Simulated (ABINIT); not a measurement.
# TaAgO3 (Pm-3m): G0W0 with ABINIT, start to end

How does a plane-wave GW calculation on TaAgO3 (Pm-3m) run from the first input to the gap?

Method: PBEsol and many-body steps on it, plane waves, in ABINIT 10.8.3.

Most raw output is cut from this account.

**1. The starting structure**

It takes space group Pm-3m (No. 221, cubic). Conventional cell: a = 3.999 Å, b = 3.999 Å, c = 3.999 Å, α = 90.00°, β = 90.00°, γ = 90.00°. Nearest to Ta lie 6 O at 2.00 Å. Nearest to Ag lie 12 O at 2.83 Å. Nearest to O lie 2 Ta at 2.00 Å. Farther neighbours and most contacts between anions are not listed.

The cell and positions are those that the Materials Project relaxed with its own functionals (PBE, PBE+U or r2SCAN), kept fixed. Spin-orbit coupling is left out unless a step names it.

**2. Ground state**

This step: ABINIT 10.8.3; DFT, PBEsol, plane waves, norm-conserving pseudopotentials.

The ground-state density comes first.

Input file run.abi:

```
acell 3*1.0 Angstrom
rprim 
  3.999370000000 0.000000000000 0.000000000000
  0.000000000000 3.999370000000 0.000000000000
  0.000000000000 0.000000000000 3.999370000000
ntypat 3
znucl 73 47 8
natom 5
typat 1 2 3 3 3
xred 
  0.000000000000 0.000000000000 0.000000000000
  0.500000000000 0.500000000000 0.500000000000
  0.000000000000 0.000000000000 0.500000000000
  0.000000000000 0.500000000000 0.000000000000
  0.500000000000 0.000000000000 0.000000000000
pp_dirpath "pseudos"
pseudos "Ta.upf, Ag.upf, O.upf"
ecut 37
ngkpt 6 6 6
nshiftk 1
shiftk 0 0 0
kptopt 1
chksymbreak 0
nband 31
occopt 1
tolvrs 1e-10
nstep 60
prtwf 0
optforces 0
optstress 0
indata_prefix "in"
outdata_prefix "out"
tmpdata_prefix "tmp"
```

The run is started by

```sh
$ OMP_NUM_THREADS=1 mpirun -n 4 abinit run.abi > log
```

It took 87 s on 4 MPI ranks of AMD EPYC 7571, shared host; peak memory 0.41 GiB.

Numbers from this step:

| Quantity | Value |
| --- | --- |
| total energy | -7334.9752 eV |
| gap | 1.588 eV |
| k of the valence top | 0.5, 0.5, 0 |
| k of the conduction bottom | 0, 0, 0 |
| least direct gap | 2.171 eV |

The gap is indirect, with the least direct gap 0.58 eV higher.

**3. Bands along the symmetry lines**

The cheap functional maps the bands first; the places of the edges decide which points the dearer methods must see.

Input file run.abi:

```
acell 3*1.0 Angstrom
rprim 
  3.999370000000 0.000000000000 0.000000000000
  0.000000000000 3.999370000000 0.000000000000
  0.000000000000 0.000000000000 3.999370000000
ntypat 3
znucl 73 47 8
natom 5
typat 1 2 3 3 3
xred 
  0.000000000000 0.000000000000 0.000000000000
  0.500000000000 0.500000000000 0.500000000000
  0.000000000000 0.000000000000 0.500000000000
  0.000000000000 0.500000000000 0.000000000000
  0.500000000000 0.000000000000 0.000000000000
pp_dirpath "pseudos"
pseudos "Ta.upf, Ag.upf, O.upf"
ecut 37
iscf -2
irdden 1
kptopt 0
nkpt 50
kpt 
  0.00000000 0.00000000 0.00000000
  0.00000000 0.06250000 0.00000000
  0.00000000 0.12500000 0.00000000
  0.00000000 0.18750000 0.00000000
  0.00000000 0.25000000 0.00000000
  0.00000000 0.31250000 0.00000000
  0.00000000 0.37500000 0.00000000
  0.00000000 0.43750000 0.00000000
  0.00000000 0.50000000 0.00000000
  0.06250000 0.50000000 0.00000000
  0.12500000 0.50000000 0.00000000
  0.18750000 0.50000000 0.00000000
  0.25000000 0.50000000 0.00000000
  0.31250000 0.50000000 0.00000000
  0.37500000 0.50000000 0.00000000
  0.43750000 0.50000000 0.00000000
  0.50000000 0.50000000 0.00000000
  0.43750000 0.43750000 0.00000000
  0.37500000 0.37500000 0.00000000
  0.31250000 0.31250000 0.00000000
  0.25000000 0.25000000 0.00000000
  0.18750000 0.18750000 0.00000000
  0.12500000 0.12500000 0.00000000
  0.06250000 0.06250000 0.00000000
  0.00000000 0.00000000 0.00000000
  0.06250000 0.06250000 0.06250000
  0.12500000 0.12500000 0.12500000
  0.18750000 0.18750000 0.18750000
  0.25000000 0.25000000 0.25000000
  0.31250000 0.31250000 0.31250000
  0.37500000 0.37500000 0.37500000
  0.43750000 0.43750000 0.43750000
  0.50000000 0.50000000 0.50000000
  0.43750000 0.50000000 0.43750000
  0.37500000 0.50000000 0.37500000
  0.31250000 0.50000000 0.31250000
  0.25000000 0.50000000 0.25000000
  0.18750000 0.50000000 0.18750000
  0.12500000 0.50000000 0.12500000
  0.06250000 0.50000000 0.06250000
  0.00000000 0.50000000 0.00000000
  0.50000000 0.50000000 0.50000000
  0.50000000 0.50000000 0.43750000
  0.50000000 0.50000000 0.37500000
  0.50000000 0.50000000 0.31250000
  0.50000000 0.50000000 0.25000000
  0.50000000 0.50000000 0.18750000
  0.50000000 0.50000000 0.12500000
  0.50000000 0.50000000 0.06250000
  0.50000000 0.50000000 0.00000000
istwfk *1
nband 32
nbdbuf 2
tolwfr 1e-08
nstep 40
prtwf 0
prtvol 0
indata_prefix "in"
outdata_prefix "out"
tmpdata_prefix "tmp"
```

The job ended after 99 s (4 MPI ranks; peak memory 0.41 GiB).

This step gave:

* gap: 1.588 eV
* k of the valence top: 0.5, 0.5, 0
* k of the conduction bottom: 0, 0, 0
* least direct gap: 2.171 eV

The gap is 1.588 eV, as in the run before at this level.

The electronic bands at the labelled points (eV, zero at the top of the highest filled band):

```csv
point,band 22,band 23,band 24,band 25,band 26,band 27,band 28,band 29
Γ,-1.37,-1.12,-1.12,-1.12,1.59,2.16,2.16,2.16
halfway,-1.43,-0.59,-0.58,-0.58,2.08,2.88,3.45,3.45
X,-1.36,-0.24,-0.17,-0.17,2.00,4.63,4.63,4.83
halfway,-0.97,-0.75,-0.45,-0.28,3.42,4.66,4.71,5.41
M,-1.26,-0.56,-0.56,0.00,4.69,4.69,5.13,6.10
halfway,-1.07,-0.70,-0.63,-0.54,3.38,3.44,3.49,4.54
Γ,-1.37,-1.12,-1.12,-1.12,1.59,2.16,2.16,2.16
halfway,-1.21,-0.88,-0.21,-0.21,3.41,4.33,4.33,4.75
R,-1.26,-0.33,-0.33,-0.33,3.32,6.04,6.04,6.04
halfway,-1.07,-0.41,-0.34,-0.25,4.15,4.46,5.20,5.32
X,-1.36,-0.24,-0.17,-0.17,2.00,4.63,4.63,4.83
jump to R,-1.26,-0.33,-0.33,-0.33,3.32,6.04,6.04,6.04
halfway,-1.25,-0.36,-0.36,-0.15,4.13,5.20,5.20,6.07
M,-1.26,-0.56,-0.56,0.00,4.69,4.69,5.13,6.10
```

**4. Empty states on the mesh, 2×2×2 mesh, 55 bands**

The sums over transitions need many empty states on a uniform mesh; this step solves for them.

Input file run.abi:

```
acell 3*1.0 Angstrom
rprim 
  3.999370000000 0.000000000000 0.000000000000
  0.000000000000 3.999370000000 0.000000000000
  0.000000000000 0.000000000000 3.999370000000
ntypat 3
znucl 73 47 8
natom 5
typat 1 2 3 3 3
xred 
  0.000000000000 0.000000000000 0.000000000000
  0.500000000000 0.500000000000 0.500000000000
  0.000000000000 0.000000000000 0.500000000000
  0.000000000000 0.500000000000 0.000000000000
  0.500000000000 0.000000000000 0.000000000000
pp_dirpath "pseudos"
pseudos "Ta.upf, Ag.upf, O.upf"
ecut 37
ngkpt 2 2 2
nshiftk 1
shiftk 0 0 0
kptopt 1
chksymbreak 0
iscf -2
irdden 1
istwfk *1
nband 55
nbdbuf 4
tolwfr 1e-09
nstep 60
prtvol 0
indata_prefix "in"
outdata_prefix "out"
tmpdata_prefix "tmp"
```

Run time: 21 s. Hardware: 4 MPI ranks; peak memory 0.32 GiB; 82 s of CPU time.

Numbers from this step:

* gap: 1.588 eV
* k of the valence top: 0.5, 0.5, 0
* k of the conduction bottom: 0, 0, 0
* least direct gap: 2.171 eV
* k points computed: 4
* lowest point of the top converged band, above the valence top: 26.82 eV

On this mesh the gap is 1.588 eV.

**5. Screening, 2×2×2 mesh, 51 bands, screening to 87.1 eV**

The RPA dielectric matrix is built and inverted for each q.

This step: RPA screening on PBEsol, plane waves, norm-conserving pseudopotentials.

Edit run.abi of step 4 so:

```diff
@@ -23,10 +23,11 @@
 chksymbreak 0
-iscf -2
-irdden 1
 istwfk *1
-nband 55
-nbdbuf 4
-tolwfr 1e-09
-nstep 60
-prtvol 0
+occopt 1
+irdwfk 1
+optdriver 3
+nband 51
+ecuteps 3.2
+inclvkb 2
+awtr 1
+symchi 1
 indata_prefix "in"
```

Run time: 16 s. Hardware: 4 MPI ranks; peak memory 0.65 GiB.

This step gave:

```yaml
eps_infinity_with_local_fields_on_this_mesh_along_the_program_s_q_direction: 11.49
the_same_without_local_fields: 11.89
plasma_frequency: 32.83 eV
plane_waves_in_the_screening_matrix: 123
```

Local fields lower ε∞ by 3 %. On a Γ-centred mesh this coarse the value itself is usually too large, while a short band sum pulls it down.

**6. Self-energy, 2×2×2 mesh, 51 bands, screening to 87.1 eV**

The self-energy is evaluated for the states that the input lists, and the levels follow from it, in one-shot runs by the linearised quasiparticle equation.

This step: G0W0 on PBEsol, plane waves, norm-conserving pseudopotentials.

Edit run.abi of step 5 so:

```diff
@@ -26,8 +26,19 @@
 irdwfk 1
-optdriver 3
+optdriver 4
 nband 51
+gwcalctyp 0
+ecutsigx 37
+symsigma 1
+nkptgw 3
+kptgw 
+  0.5000000000 0.5000000000 0.0000000000
+  0.0000000000 0.0000000000 0.0000000000
+  0.5000000000 0.0000000000 0.0000000000
+bdgw 
+  23 27
+  23 29
+  24 28
 ecuteps 3.2
-inclvkb 2
-awtr 1
-symchi 1
+irdscr 1
+ppmodel 1
 indata_prefix "in"
```

Elapsed: 13 s, on 4 MPI ranks; peak memory 0.74 GiB.

Numbers from this step:

| Quantity | Value |
| --- | --- |
| G0W0 gap on the points computed | 2.452 eV |
| starting gap on the mesh | 1.588 eV |
| k of the valence top | 0.5, 0.5, 0 |
| k of the conduction bottom | 0, 0, 0 |
| Z at the valence top | 0.771 |
| Z at the conduction bottom | 0.834 |
| least direct G0W0 gap on the computed points | 3.556 eV |

The gap on the mesh goes from 1.59 eV to 2.45 eV, a correction of +0.86 eV.

Limits: finite bands, cutoff and mesh; d shell near the gap, gap tends to lie low; no spin-orbit coupling; coarse k mesh. v1 is the top filled band, c1 the lowest empty one. Levels before and after the correction, in eV, zero at the valence-band top of each column:

```csv
,conduction bottom,valence top
Kohn-Sham,1.59,0.00
G0W0,2.45,0.00
```

```csv
,level,energy (eV)
Kohn-Sham,(0.5 0.5 0) v3-v2,-0.556
Kohn-Sham,(0.5 0.5 0) v1,0.000
Kohn-Sham,(0.5 0.5 0) c1-c2,4.692
Kohn-Sham,Γ v3-v1,-1.121
Kohn-Sham,Γ c1,1.588
Kohn-Sham,Γ c2-c4,2.157
G0W0,(0.5 0.5 0) v3-v2,-1.141
G0W0,(0.5 0.5 0) v1,0.000
G0W0,(0.5 0.5 0) c1-c2,6.414
G0W0,Γ v3-v1,-1.104
G0W0,Γ c1,2.452
G0W0,Γ c2-c4,3.631
```

**7. Where the time went**

Times are wall times on 4 MPI ranks of AMD EPYC 7571, shared host, good to a factor of about two.

```csv
step,time,share,memory (GiB)
ground state,87 s,37 %,0.41
bands along the symmetry lines,99 s,42 %,0.41
empty states on the mesh,21 s,9 %,0.32
screening,16 s,7 %,0.65
self-energy,13 s,5 %,0.74
```

**8. Summary of results**

```json
{
  "PBEsol gap": "1.59 eV, indirect",
  "G0W0 gap on the mesh": "2.45 eV",
  "GW settings": "2×2×2 mesh, 51 bands, screening to 87.1 eV, Godby-Needs plasmon pole",
  "known limits": "not at the basis limit; d shell near the gap, gap tends to lie low; no spin-orbit coupling; coarse k mesh"
}
```

**Reading.** G0W0 moves the gap on the mesh from 1.59 eV to 2.45 eV (+0.86 eV), with Z of 0.77 and 0.83 at the edges. Local fields lower the RPA ε∞ on this mesh from 11.89 to 11.49; a Γ-centred mesh this coarse tends to raise both, most where the direct gap is narrow, while a short band sum lowers them. Only 3 of the mesh's irreducible points were corrected, so a valley elsewhere could overtake. Bands and cutoff are finite, so the gap is not at the basis limit. The miss can reach some tenths of an eV and take either sign; the mesh is an error of its own. In the G0W0 run levels were corrected at 3 k points alone, so a gap called «on the mesh» is the least over those, and an edge elsewhere would be missed. The 2×2×2 mesh is coarse for this cell, which bears on the long-range parts of exchange and screening. This is the ideal cubic cell; many perovskites, halides above all, are cubic only on average, and local tilts or off-centring can widen the gap. A d shell, filled or nearly so, lies near the gap. One-shot GW converges very slowly in bands there, not always from below, and on a semilocal start the gap tends to come out low; starts rich in exact exchange can overshoot instead. The many-body steps are scalar-relativistic: spin-orbit coupling is not in them.

[Paths, hosts, dates, memory and timing lines, banners, echoed tables and standing remarks are left out of the program output.]

[Logs are printed without paths, hosts, clocks, repeated set-up lines and the standing remarks that a program may print on its own settings, such as how far it seeks lower states.]

[Runs of the session that timed out or met a known fault of the program may be left out.]

[Hosts, paths, dates, database ids (printed as entryN), source tags and the programs' standing remarks are cut or masked in the printed files.]

[G0W0 gaps are taken among the corrected bands and points alone; a level outside them can change the order at an edge.]

[Where Ansatz stands beside ABINIT at settings called matched, ABINIT's density can come from a denser mesh and the files from another edition; pairs whose starting gaps differed by over 0.03 eV were left out, so agreement reads better than it is.]
